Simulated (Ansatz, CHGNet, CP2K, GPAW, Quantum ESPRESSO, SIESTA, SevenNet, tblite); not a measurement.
## GPAW runs on random packing of 26Ag2S-74GeS2 (mol %) (81 atoms)

How do the settings of GPAW change the result for random packing of 26Ag2S-74GeS2 (mol %) (81 atoms)? A plane-wave run serves as the yardstick.

Main program and level: GPAW 26.7.0; the method is named at each step.

## (1) The starting structure

The cell holds 81 atoms: 14 Ag, 47 S and 20 Ge. Its edges and angles: a = 12.404 Å, b = 12.404 Å, c = 12.404 Å, α = 90.0°, β = 90.0°, γ = 90.0°. 81 atoms (14 Ag, 47 S, 20 Ge) packed at random in a cube at 3.89 g/cm³ and pushed apart as soft spheres, cations and anions kept from their own kind; a start for melting by ab initio MD, not an equilibrated structure. Then every atom was moved at random, 0.03 Å r.m.s. a Cartesian component.

The yardstick, on the same geometry:

| Item | Value |
| --- | --- |
| method | Kohn-Sham DFT, PBE, PAW, plane waves (Ansatz 0.2.0); cutoff 420 eV, Γ point, fermi-dirac smearing of 0.05 eV; PAW set soft_2 |
| r.m.s. force component | 0.7391 eV/Å |
| longest force | 3.129 eV/Å |
| pressure | -0.6663 GPa |
| SCF cycles | 11 |
| time | 24 s on 8 threads of Arm Neoverse V1, shared host |
| CPU time | 3 min |

## (2) PBE, LCAO dzp, h 0.2 Å

Method: Kohn-Sham DFT, PBE, PAW, atomic orbitals (dzp).

File run.py:

```python
import numpy as np
from ase.io import read
from gpaw import GPAW, FermiDirac

atoms = read("structure.xyz")
atoms.calc = GPAW(
    mode="lcao",
    basis="dzp",
    h=0.2,
    xc="PBE",
    kpts={"size": (1, 1, 1), "gamma": True},
    occupations=FermiDirac(0.05),
    maxiter=200,
    symmetry={"point_group": False},
    txt="gpaw.txt",
)
energy = atoms.get_potential_energy(force_consistent=True)
forces = atoms.get_forces()
print(f"energy {energy:.6f} eV")
print("forces (eV/A)")
for i, (a, f) in enumerate(zip(atoms, forces)):
    print(f"{i:4d} {a.symbol:2s} {f[0]:10.5f} {f[1]:10.5f} {f[2]:10.5f}")
print(f"Fermi level {atoms.calc.get_fermi_level():.4f} eV")
for k in range(len(atoms.calc.get_ibz_k_points())):
    for s in range(atoms.calc.get_number_of_spins()):
        e = atoms.calc.get_eigenvalues(kpt=k, spin=s)
        n = np.searchsorted(e, atoms.calc.get_fermi_level())
        print(f"k {k} spin {s} levels about the Fermi level:", np.round(e[max(n - 6, 0):n], 4).tolist(), "|", np.round(e[n:n + 6], 4).tolist())
```

File structure.xyz:

```xyz
81
Lattice="12.40390 0.00000 0.00000 0.00000 12.40390 0.00000 0.00000 0.00000 12.40390" Properties=species:S:1:pos:R:3 pbc="T T T"
Ag 7.06464 4.38490 2.60321
Ag 2.87857 11.37276 1.25862
Ag 9.14651 11.54220 1.43141
Ag 8.28060 8.89980 3.06711
Ag 11.39509 9.78643 8.51292
Ag 12.19787 11.45463 12.36830
Ag 5.00324 11.04208 5.68446
Ag 10.73620 8.59764 12.10348
Ag 5.27910 9.91952 8.77030
Ag 5.42162 1.89680 8.52967
Ag 0.81221 1.61586 2.30440
Ag 9.41009 12.00301 4.86295
Ag 3.46056 0.92732 4.10172
Ag 1.70206 9.24537 5.67702
S 11.16500 0.55309 1.61871
S 0.64910 7.94036 2.78592
S 10.65619 2.25974 10.01255
S 0.32535 11.81397 8.25393
S 3.73854 5.02978 6.46578
S 10.21089 6.15246 2.39854
S 7.42746 5.37089 0.41193
S 1.88266 9.34783 0.20132
S 7.21535 0.26085 0.51737
S 0.26408 4.46516 8.91568
S 4.23705 3.31494 3.96255
S 10.02545 10.15954 6.52768
S 6.96665 0.27214 9.66351
S 9.23173 4.32896 4.87076
S 1.62255 0.75453 0.11635
S 4.99766 4.99579 9.57817
S 9.92808 11.51702 9.72478
S 6.14340 2.74498 6.43651
S 10.24835 7.37970 9.23371
S 10.99841 1.88142 6.81334
S 5.79076 8.84187 4.94717
S 2.40983 2.12652 6.50659
S 11.35131 6.17565 6.52458
S 5.31408 3.20318 12.17492
S 10.51355 9.90935 2.69884
S 3.84856 8.36147 7.56514
S 1.41367 8.89062 9.47385
S 2.75317 2.51824 9.72218
S 0.12702 3.77240 4.73965
S 6.18483 9.51181 11.00747
S 7.70505 12.31993 6.60198
S 8.58734 1.96763 2.88664
S 6.33678 11.81782 3.74647
S 8.02991 3.92583 9.40786
S 8.46343 8.51118 0.60779
S 5.32251 9.24190 1.75900
S 7.27439 7.69798 7.91902
S 8.96331 7.54294 4.99232
S 1.82722 4.93998 11.65458
S 11.03029 4.69215 12.01777
S 6.33976 5.57803 4.67515
S 3.46205 11.65123 7.53686
[... 21 atom lines left out ...]
Ge 7.40674 2.49790 0.07703
Ge 3.94531 8.28432 3.51402
Ge 12.39187 6.84460 9.30950
Ge 8.03822 5.80775 6.55360
```

The run is started by

```sh
$ OMP_NUM_THREADS=1 python run.py > output.txt
```

The program printed:

```text
energy -266.503498 eV
forces (eV/A)
   0 Ag    0.13238    0.09934    0.10676
   1 Ag    0.19818   -0.27510   -0.31210
   2 Ag   -0.41346   -0.33045   -0.08759
   3 Ag   -0.97730    0.04006   -0.22898
   4 Ag    0.71711   -0.31559    0.68098
   5 Ag   -0.23619   -0.86710   -0.67878
   6 Ag    0.10132    0.54314   -0.07152
   7 Ag    0.03950    0.03278   -0.03528
   8 Ag    0.16950    0.52597   -0.22912
   9 Ag   -0.65982    0.02703    0.67383
  10 Ag    0.62649    0.73592    0.95763
  11 Ag    0.35889    0.10426   -0.61517
  12 Ag   -0.61957    0.42016    0.82945
  13 Ag    0.07241    0.13751    0.09404
  14 S    -0.50584    0.33722    0.09420
  15 S     0.19338   -0.32044    0.50302
  16 S    -0.24511    0.71358   -0.55067
  17 S     0.53769    0.63989    0.34473
  18 S     0.08751   -3.50414    1.32668
  19 S     0.15125   -0.60993   -0.24812
  20 S     0.10400   -0.26963    0.15172
  21 S    -1.68428    0.19511    0.92944
  22 S    -0.36039   -1.30704   -0.37418
  23 S    -0.64413    0.11311    0.47601
[...]
73 Ge   -2.07460   -0.69321    1.77167
  74 Ge   -1.31249    0.72833    0.53493
  75 Ge    2.37547    1.43253    0.51169
  76 Ge    1.03413    0.80201    0.89208
  77 Ge    1.47353    0.65339   -0.32901
  78 Ge    1.38073    0.00357   -1.08367
  79 Ge    1.95372    0.43578   -0.27272
  80 Ge    0.41845   -0.57746   -0.79578
Fermi level 3.9447 eV
k 0 spin 0 levels about the Fermi level: [3.7988, 3.8202, 3.8433, 3.8643, 3.8901, 3.9128] | [3.9862, 3.9953, 4.0275, 4.0299, 4.0671, 4.09]
```

gpaw.txt:

```text
Input parameters:
  mode=LCAO(),
  basis={'default': 'dzp'},
  h=0.2,
  kpts=MonkhorstPack(size=(1, 1, 1), gamma=True),
  maxiter=200,
  occupations=Occupations(name='fermi-dirac', width=0.05, fixmagmom=False),
  symmetry=Symmetry(point_group=False),
  xc=XC(name='PBE')
Unit cell  # Å
| periodic |         x |         y |         z |   lengths |    angles |
|----------|-----------|-----------|-----------|-----------|-----------|
|      yes | 12.403900 |  0.000000 |  0.000000 | 12.403900 | 90.000000 |
|      yes |  0.000000 | 12.403900 |  0.000000 | 12.403900 | 90.000000 |
|      yes |  0.000000 |  0.000000 | 12.403900 | 12.403900 | 90.000000 |
Number of symmetries: 1
Symmetry operations  # r_c * U_cc + t_c -> r_c
|   | kind |            matrix            |
|---|------|------------------------------|
| 0 |  E   |  1, 0, 0,  0, 1, 0,  0, 0, 1 |
BZ-sampling:
  Number of BZ points: 1
  Number of IBZ points: 1
  Monkhorst-Pack size: [1, 1, 1]
  Monkhorst-Pack shift: [0, 0, 0]
[... lines left out ...]
  Fermi-Dirac:
[... lines left out ...]
    Stencil: 6*3+1=19 point O(h^6) finite-difference Laplacian
xc functional:
  name: PBE with 2 nearest neighbor stencil
interpolation: tri-quintic # 5. degree polynomial
Initialization done in: 13.736 s
convergence criteria:
- Maximum [total energy] change in last 3 cyles: 0.0005 eV / valence electron
- Maximum integral of absolute [dens]ity change: 0.0001 electrons / valence electron
- Maximum integral of absolute [eigenst]ate change: 4e-08 eV^2 / valence electron
maximum number of iterations: 200
SCF iterations
|iter     |      energy | eigst |  dens |
|---------|-------------|-------|-------|
|iter:   1| -288.821146 |      c|       |
|iter:   2| -275.532596 |      c| -1.09 |
|iter:   3| -271.210354 |      c| -1.21 |
|iter:   4| -270.535084 |      c| -1.30 |
[...]
|iter:   8| -266.617130 |      c| -1.64 |
|iter:   9| -266.593737 |      c| -1.86 |
|iter:  10| -266.514302c|      c| -1.90 |
|iter:  11| -266.322924c|      c| -1.99 |
|iter:  12| -266.286262c|      c| -2.16 |
[...]
|iter:  24| -266.215418c|      c| -3.87 |
|iter:  25| -266.215512c|      c| -3.98 |
|iter:  26| -266.215610c|      c| -4.18c|
Converged in 26 steps
SCF loop duration: 440.312 s (16.935 s/step)
Energy contributions relative to reference atoms: (reference = -3676630.461187)
Energy contributions:
  Kinetic:         400.529332
  Coulomb:        -392.788451
  Zero:              1.836051
  External:          0.000000
  Xc:             -275.504653
  Entropy:          -0.575775
  Spinorbit:         0.000000
  ----------------------------
  Free energy:    -266.503498
  Extrapolated:   -266.215610
dipole moment: (-29.174528, 81.251074, 15.073403)  # |e|*Ang
Fermi level: 3.945
Eigenvalues  # (at kpt = [0.000, 0.000, 0.000])
| band index |      eig [eV] | occ [0-2] |
|------------|---------------|-----------|
|          0 |       -51.944 |     2.000 |
|        ... |               |           |
|        292 |         3.754 |     1.957 |
|        293 |         3.784 |     1.923 |
[...]
|        307 |         4.134 |     0.045 |
|        ... |               |           |
|        363 |         8.232 |     0.000 |
Gap: 0.073 eV
Transition (v -> c):
  (s=0, k=0, n=299, [0.00, 0.00, 0.00]) -> (s=0, k=0, n=300, [0.00, 0.00, 0.00])
No difference between direct/indirect transitions
Force computation time: 40.038  # s
timing:  # [seconds]
  Total:  494.117  # ━━━━━━━━━━━━━━━━━━━━━━━━━━━━━━━━━━━━━━━━━━━━━━━━━━━━━━━━
  Init:    13.735  # ━╸
  SCF:    440.312  # ━━━━━━━━━━━━━━━━━━━━━━━━━━━━━━━━━━━━━━━━━━━━━━━━━━
  Forces:  40.038  # ━━━━╸
```

It took 8.3 min on 1 thread of Arm Neoverse V1, shared host; peak memory 1.9 GiB.

Banners, paths, timers and routine set-up lines are dropped from the logs unmarked, and long logs keep their key lines alone; longer cuts are marked.

Numbers from this run, and their distance from the reference:

| Quantity | Value |
| --- | --- |
| r.m.s. force component | 0.8355 eV/Å |
| r.m.s. difference of force components | 162.1 meV/Å |
| longest difference of force vectors | 640.6 meV/Å |
| force difference over r.m.s. force | 21.94 % |
| slope of forces against the reference's | 1.115 |
| correlation of force components | 0.9862 |

Length of the force difference by element (eV/Å):

| element | atoms | mean | most |
| --- | --- | --- | --- |
| Ag | 14 | 0.16 | 0.25 |
| Ge | 20 | 0.30 | 0.52 |
| S | 47 | 0.26 | 0.64 |

A closer look about S34, which has 1 bonded neighbour where the commonest count for S is 2: 11 atoms, nearest first, numbered in the order of the input, with positions taken from that point.

| atom | x | y | z | distance (Å) | bonds | Fx | Fy | Fz (eV/Å) |
| --- | --- | --- | --- | --- | --- | --- | --- | --- |
| S34 | 0.00 | 0.00 | 0.00 | 0.00 | 1 | -0.11 | -0.62 | 0.24 |
| Ge64 | -0.19 | 0.52 | -2.23 | 2.30 | 3 | -1.06 | -0.06 | 0.82 |
| S43 | 1.53 | 1.89 | -2.07 | 3.20 | 2 | 1.51 | 1.11 | -0.98 |
| S17 | -0.34 | 0.38 | 3.20 | 3.24 | 0 | -0.25 | 0.71 | -0.55 |
| S18 | 1.73 | -2.47 | 1.44 | 3.34 | 1 | 0.54 | 0.64 | 0.34 |
| Ag12 | -1.59 | -2.28 | -1.95 | 3.40 | 2 | 0.36 | 0.10 | -0.62 |
| S57 | 2.21 | -2.14 | -1.79 | 3.56 | 1 | -0.27 | -0.32 | -0.84 |
| S28 | -1.77 | 2.45 | -1.94 | 3.59 | 2 | -0.03 | -0.58 | 0.22 |
| S24 | 1.67 | 2.58 | 2.10 | 3.73 | 2 | -0.64 | 0.11 | 0.48 |
| S36 | 3.82 | 0.25 | -0.31 | 3.84 | 1 | 0.32 | -0.40 | -0.08 |
| S45 | -3.29 | -1.97 | -0.21 | 3.84 | 2 | -1.15 | 1.43 | 0.34 |

Atoms are counted from 1 here, from 0 in the log.

Forces lie 22 % from the reference's, at 2.8 times its CPU time (on 1 against 8 cores).

## (3) PBE, plane waves 550 eV

Method: Kohn-Sham DFT, PBE, PAW, plane waves.

run.py, as its differences from that of step 2:

```diff
@@ -2,3 +2,4 @@
 from ase.io import read
-from gpaw import GPAW, FermiDirac
+from gpaw import GPAW, FermiDirac, PW
+from ase.parallel import parprint as print
 
@@ -6,5 +7,3 @@
 atoms.calc = GPAW(
-    mode="lcao",
-    basis="dzp",
-    h=0.2,
+    mode=PW(550),
     xc="PBE",
@@ -14,2 +13,3 @@
     symmetry={"point_group": False},
+    nbands=486,
     txt="gpaw.txt",
@@ -22,2 +22,6 @@
     print(f"{i:4d} {a.symbol:2s} {f[0]:10.5f} {f[1]:10.5f} {f[2]:10.5f}")
+stress = -atoms.get_stress(voigt=False) * 160.21766
+print("stress (GPa, compression positive)")
+for row in stress:
+    print(" ".join(f"{x:10.4f}" for x in row))
 print(f"Fermi level {atoms.calc.get_fermi_level():.4f} eV")
```

structure.xyz is that of step 2.

The run is started by

```sh
$ OMP_NUM_THREADS=1 mpirun -np 4 gpaw python run.py > output.txt
```

The program printed:

```text
energy -284.492952 eV
forces (eV/A)
   0 Ag    0.12535    0.18648    0.09084
   1 Ag    0.15657   -0.21502   -0.24755
   2 Ag   -0.35182   -0.28145   -0.08054
   3 Ag   -0.76078   -0.03791   -0.26335
   4 Ag    0.69342   -0.21349    0.60454
   5 Ag   -0.17798   -0.71247   -0.53998
[...]
78 Ge    1.41288    0.24211   -1.08741
  79 Ge    1.72137    0.35809   -0.33920
  80 Ge    0.34234   -0.40925   -1.00733
stress (GPa, compression positive)
    0.5275     0.4686    -1.1484
    0.4686    -1.4963    -0.0592
   -1.1484    -0.0592    -0.9312
Fermi level 3.9100 eV
k 0 spin 0 levels about the Fermi level: [3.7655, 3.7863, 3.8078, 3.8297, 3.8528, 3.8802] | [3.9499, 3.9607, 3.9923, 3.9954, 4.035, 4.0584]
```

gpaw.txt:

```text
Input parameters:
  mode=PW(ecut=550.0),
  kpts=MonkhorstPack(size=(1, 1, 1), gamma=True),
  maxiter=200,
  nbands=486,
  occupations=Occupations(name='fermi-dirac', width=0.05, fixmagmom=False),
[... lines left out ...]
  Converge bands: occupied
[... lines left out ...]
  Fermi-Dirac:
[... lines left out ...]
convergence criteria:
- Maximum [total energy] change in last 3 cyles: 0.0005 eV / valence electron
[... lines left out ...]
Converged in 28 steps
[... lines left out ...]
  Free energy:    -284.492952
[... lines left out ...]
Fermi level: 3.910
[... lines left out ...]
|        ... |               |           |
[...]
Gap: 0.070 eV
Transition (v -> c):
  (s=0, k=0, n=299, [0.00, 0.00, 0.00]) -> (s=0, k=0, n=300, [0.00, 0.00, 0.00])
No difference between direct/indirect transitions
Force computation time: 5.027  # s
Stress tensor  # eV/Ang^3
|         x |         y |        z |
|-----------|-----------|----------|
[...]
| -0.002925 |  0.009339 | 0.000369 |
|  0.007168 |  0.000369 | 0.005812 |
Stress computation time: 26.989  # s
```

The job ended after 7.4 min (4 MPI ranks; peak memory 3.2 GiB).

Against the reference:

* r.m.s. force component: 0.762 eV/Å
* r.m.s. difference of force components: 33.05 meV/Å
* longest difference of force vectors: 161.6 meV/Å
* force difference over r.m.s. force: 4.471 %
* slope of forces against the reference's: 1.03
* correlation of force components: 0.9995
* pressure: -0.6333 GPa
* pressure difference: 0.033 GPa

Against the first run (22 %), the force difference from the reference is 4.5 %, at 3.6 times the CPU time (on 4 against 1 cores).

The run ends at a pressure of -0.63 GPa, with forces up to 3.3 eV/Å.

## (4) LDA, LCAO dzp, h 0.2 Å

Method: Kohn-Sham DFT, LDA, PAW, atomic orbitals (dzp).

run.py, as its differences from that of step 3:

```diff
@@ -2,4 +2,3 @@
 from ase.io import read
-from gpaw import GPAW, FermiDirac, PW
-from ase.parallel import parprint as print
+from gpaw import GPAW, FermiDirac
 
@@ -7,4 +6,6 @@
 atoms.calc = GPAW(
-    mode=PW(550),
-    xc="PBE",
+    mode="lcao",
+    basis="dzp",
+    h=0.2,
+    xc="LDA",
     kpts={"size": (1, 1, 1), "gamma": True},
@@ -13,3 +14,2 @@
     symmetry={"point_group": False},
-    nbands=486,
     txt="gpaw.txt",
@@ -22,6 +22,2 @@
     print(f"{i:4d} {a.symbol:2s} {f[0]:10.5f} {f[1]:10.5f} {f[2]:10.5f}")
-stress = -atoms.get_stress(voigt=False) * 160.21766
-print("stress (GPa, compression positive)")
-for row in stress:
-    print(" ".join(f"{x:10.4f}" for x in row))
 print(f"Fermi level {atoms.calc.get_fermi_level():.4f} eV")
```

structure.xyz is that of step 3.

The run is started by

```sh
$ OMP_NUM_THREADS=1 python run.py > output.txt
```

The program printed:

```text
energy -318.709109 eV
forces (eV/A)
   0 Ag    0.23388    0.13794    0.11938
   1 Ag    0.07428   -0.18495   -0.24485
   2 Ag   -0.28683   -0.27079   -0.01560
   3 Ag   -0.65269    0.00808   -0.29022
   4 Ag    0.63877   -0.08647    0.60844
   5 Ag   -0.14115   -0.66434   -0.30423
   6 Ag    0.18462    0.45021   -0.17864
   7 Ag   -0.28907    0.15587    0.05664
   8 Ag    0.06215    0.34080   -0.21032
   9 Ag   -0.46912    0.01958    0.51378
  10 Ag    0.44298    0.39029    0.70310
  11 Ag    0.16184    0.02894   -0.33215
[...]
76 Ge    0.97613    0.82111    0.81168
  77 Ge    1.25867    0.63167   -0.23665
  78 Ge    1.33068    0.14312   -1.03806
  79 Ge    1.77607    0.44784   -0.31321
  80 Ge    0.35603   -0.45021   -0.89914
Fermi level 3.6619 eV
k 0 spin 0 levels about the Fermi level: [3.5143, 3.5325, 3.5608, 3.581, 3.6051, 3.6339] | [3.705, 3.7116, 3.7421, 3.749, 3.7828, 3.8071]
```

gpaw.txt:

```text
Input parameters:
  mode=LCAO(),
  basis={'default': 'dzp'},
  h=0.2,
  kpts=MonkhorstPack(size=(1, 1, 1), gamma=True),
  maxiter=200,
  occupations=Occupations(name='fermi-dirac', width=0.05, fixmagmom=False),
  symmetry=Symmetry(point_group=False),
  xc=XC(name='LDA')
Unit cell  # Å
[... lines left out ...]
  Fermi-Dirac:
[... lines left out ...]
convergence criteria:
- Maximum [total energy] change in last 3 cyles: 0.0005 eV / valence electron
[... lines left out ...]
Converged in 25 steps
[... lines left out ...]
  Free energy:    -318.709109
[... lines left out ...]
Fermi level: 3.662
[... lines left out ...]
|          0 |       -52.097 |     2.000 |
|        ... |               |           |
|        292 |         3.469 |     1.959 |
|        293 |         3.505 |     1.917 |
[...]
|        307 |         3.854 |     0.042 |
|        ... |               |           |
|        363 |         7.849 |     0.000 |
Gap: 0.071 eV
Transition (v -> c):
  (s=0, k=0, n=299, [0.00, 0.00, 0.00]) -> (s=0, k=0, n=300, [0.00, 0.00, 0.00])
No difference between direct/indirect transitions
Force computation time: 41.771  # s
timing:  # [seconds]
  Total:  440.433  # ━━━━━━━━━━━━━━━━━━━━━━━━━━━━━━━━━━━━━━━━━━━━━━━━━━━━━━━━
  Init:    11.024  # ━╸
  SCF:    387.603  # ━━━━━━━━━━━━━━━━━━━━━━━━━━━━━━━━━━━━━━━━━━━━━━━━━╸
  Forces:  41.771  # ━━━━━╸
```

Elapsed: 7.4 min, on 1 thread; peak memory 1.9 GiB.

Against the reference:

```yaml
r_m_s_force_component: 0.7726 eV/Å
r_m_s_difference_of_force_components: 123.5 meV/Å
longest_difference_of_force_vectors: 407 meV/Å
force_difference_over_r_m_s_force: 16.7 %
slope_of_forces_against_the_reference_s: 1.032
correlation_of_force_components: 0.9876
```

Against the first run (22 %), the force difference from the reference is 17 %, at 0.89 times the CPU time; another functional landing nearer a PBE reference means that errors partly cancel.

## (5) PBE, LCAO szp(dzp), h 0.2 Å

Method: Kohn-Sham DFT, PBE, PAW, atomic orbitals (szp(dzp)).

run.py, as its differences from that of step 4:

```diff
@@ -7,5 +7,5 @@
     mode="lcao",
-    basis="dzp",
+    basis="szp(dzp)",
     h=0.2,
-    xc="LDA",
+    xc="PBE",
     kpts={"size": (1, 1, 1), "gamma": True},
```

structure.xyz is that of step 4.

The program printed:

```text
energy -251.820069 eV
forces (eV/A)
   0 Ag    0.11265    0.00655    0.18791
   1 Ag    0.13268   -0.35034   -0.30481
   2 Ag   -0.38140   -0.37165   -0.02940
   3 Ag   -1.07250    0.04126   -0.23823
   4 Ag    0.67718   -0.51013    0.71850
   5 Ag   -0.25074   -0.93316   -0.66797
   6 Ag    0.04730    0.57237   -0.01454
   7 Ag    0.11346   -0.00932   -0.06325
   8 Ag    0.20973    0.50582   -0.22537
   9 Ag   -0.73662    0.09224    0.77071
  10 Ag    0.63859    0.82567    1.04707
  11 Ag    0.38995    0.12374   -0.73515
[...]
76 Ge    1.27445    0.88444    0.67605
  77 Ge    1.91648    0.82487   -0.41403
  78 Ge    1.38528   -0.15085   -0.99999
  79 Ge    2.15958    0.73843   -0.14968
  80 Ge    0.61861   -0.80930   -0.57552
Fermi level 4.0048 eV
k 0 spin 0 levels about the Fermi level: [3.8662, 3.8846, 3.9001, 3.9278, 3.9533, 3.9755] | [4.0447, 4.0516, 4.0844, 4.0932, 4.1176, 4.1484]
```

gpaw.txt:

```text
Input parameters:
  mode=LCAO(),
  basis={'default': 'szp(dzp)'},
  h=0.2,
  kpts=MonkhorstPack(size=(1, 1, 1), gamma=True),
  maxiter=200,
  occupations=Occupations(name='fermi-dirac', width=0.05, fixmagmom=False),
  symmetry=Symmetry(point_group=False),
  xc=XC(name='PBE')
[... lines left out ...]
  Fermi-Dirac:
[... lines left out ...]
convergence criteria:
- Maximum [total energy] change in last 3 cyles: 0.0005 eV / valence electron
[... lines left out ...]
Converged in 26 steps
[... lines left out ...]
  Free energy:    -251.820069
[... lines left out ...]
Fermi level: 4.005
[... lines left out ...]
|          0 |       -52.103 |     2.000 |
|        ... |               |           |
|        292 |         3.808 |     1.962 |
|        293 |         3.847 |     1.918 |
[...]
|        307 |         4.200 |     0.039 |
|        ... |               |           |
|        363 |         8.407 |     0.000 |
Gap: 0.069 eV
Transition (v -> c):
  (s=0, k=0, n=299, [0.00, 0.00, 0.00]) -> (s=0, k=0, n=300, [0.00, 0.00, 0.00])
No difference between direct/indirect transitions
Force computation time: 27.071  # s
timing:  # [seconds]
  Total:  349.885  # ━━━━━━━━━━━━━━━━━━━━━━━━━━━━━━━━━━━━━━━━━━━━━━━━━━━━━━━━
  Init:    12.410  # ━━
  SCF:    310.374  # ━━━━━━━━━━━━━━━━━━━━━━━━━━━━━━━━━━━━━━━━━━━━━━━━━╸
  Forces:  27.071  # ━━━━╸
```

The job ended after 5.9 min (1 thread; peak memory 1.9 GiB).

Compared with the plane-wave run:

| Property | Result |
| --- | --- |
| r.m.s. force component | 0.9576 eV/Å |
| r.m.s. difference of force components | 349.9 meV/Å |
| longest difference of force vectors | 1426 meV/Å |
| force difference over r.m.s. force | 47.34 % |
| slope of forces against the reference's | 1.227 |
| correlation of force components | 0.9473 |

This is a coarse setting, run to see what it loses.

Against the first run (22 %), the force difference from the reference is 47 %, at 0.71 times the CPU time, with 813 basis functions against 1249: the smaller basis costs accuracy.

(Part 1 of 2 ends here.)

[Also dropped from logs without a mark: logging warnings of Python, and SIESTA's first energy breakdown and zero terms.]

[Logs are printed without paths, hosts, clocks, repeated set-up lines and the standing remarks that a program may print on its own settings, such as how far it seeks lower states.]

[Hosts, paths, dates, database ids (printed as entryN), source tags and the programs' standing remarks are cut or masked in the printed files.]
